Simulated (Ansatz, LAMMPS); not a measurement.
**What do other settings change for aqueous H3O+ and Cl-, 2.6 mol of acid per kg of water at 280 K (207 atoms)?**

Density of this cell: 1.04 g/cm³. The cell holds 207 atoms: 67 O, 137 H and 3 Cl. Cell: a = 12.793 Å, b = 12.793 Å, c = 12.793 Å, α = 90.0°, β = 90.0°, γ = 90.0°. 64 H2O, 3 H3O+, 3 Cl- placed at random, at 1.04 g/cm³; overlaps pushed apart, then 10 ps at 420 K with Joung-Cheatham ions (J. Phys. Chem. B 112, 9020 (2008)); MMFF94 bonds, angles, torsions, charges and radii (Halgren, J. Comput. Chem. 17, 490 (1996)) in harmonic and 12-6 forms; SPC/E water (Berendsen, Grigera and Straatsma, J. Phys. Chem. 91, 6269 (1987)). Snapshot after 20 ps at 280 K and fixed volume.

Geometry: as built.

Reference run: Kohn-Sham DFT, PBE+D4, PAW (set soft_2), plane waves (Ansatz 0.2.0), cutoff 750 eV, Γ point, gaussian smearing of 0.05 eV.

* r.m.s. force component: 0.5838 eV/Å
* gap (highest filled to lowest empty level): 3.736 eV
* SCF cycles: 9
* time: 17 s on 8 threads of Intel Xeon Platinum 8375C at 2.90GHz (Ice Lake), shared host

Q: Estimate how much each variant changes the results, and its time and memory.
- support functions medium
- support functions low
- support functions high
- support functions medium, radius 3.3 Å
- support functions medium, radius 3.57 Å
- support functions medium, radius 3.81 Å
- support functions medium, radius 4.08 Å
- support functions medium, radius 4.59 Å
- support functions medium, radius 5.1 Å

Differences are against the run with plane waves at 750 eV (Kohn-Sham DFT, PBE+D4, PAW (set soft_2), plane waves), whose r.m.s. force component is 0.584 eV/Å. Energies are set beside the reference only for runs with its functional, potentials and electron count. Times are for 8 threads of Intel Xeon Platinum 8375C at 2.90GHz (Ice Lake), shared host.

```csv
run,"Δ force, r.m.s. (meV/Å)",share of r.m.s. force (%),Δ energy (meV/atom),Δ gap (eV),cycles,time,host memory (GiB)
reference,-,-,-,-,9,17 s,6.2
support functions medium,1.91,0.328,-0.722,-1.0e-4,12,51 s,4.9
support functions low,1.79,0.307,-0.716,0.0015,10,46 s,4.7
support functions high,1.84,0.315,-0.802,0,16,3.9 min,13
"support functions medium, radius 3.3 Å",1.92,0.329,-0.722,0,12,53 s,4.8
"support functions medium, radius 3.57 Å",1.90,0.325,-0.722,0,12,58 s,5.1
"support functions medium, radius 3.81 Å",1.86,0.319,-0.722,0,12,74 s,5.4
"support functions medium, radius 4.08 Å",1.84,0.315,-0.722,0,12,88 s,5.9
"support functions medium, radius 4.59 Å",1.86,0.319,-0.722,1.0e-4,12,1.9 min,7.2
"support functions medium, radius 5.1 Å",1.90,0.326,-0.722,1.0e-4,12,2.7 min,9.2
```

Among numerical settings the force difference runs from 1.8 meV/Å (support functions low) to 1.9 meV/Å (support functions medium, radius 3.3 Å). At 207 atoms the fastest of the runs at a preset level, support functions low, takes 2.7 times the time of plane waves, in 10 SCF cycles against 9. Differences between support functions and plane waves include what basis error the plane-wave run still has. As the radius goes from 3.3 to 5.1 Å, the force difference goes from 1.9 to 1.9 meV/Å, and the time from 53 s to 2.7 min. 

[Logs are printed without paths, hosts, clocks, repeated set-up lines and the standing remarks that a program may print on its own settings, such as how far it seeks lower states.]

[Hosts, paths, dates, database ids (printed as entryN), source tags and the programs' standing remarks are cut or masked in the printed files.]

[The MMFF94 radii named for the starting cell were scaled by 0.96; in molecules described by MMFF94, hydrogen bound to N, O or S took a small fixed 12-6 site in their place.]
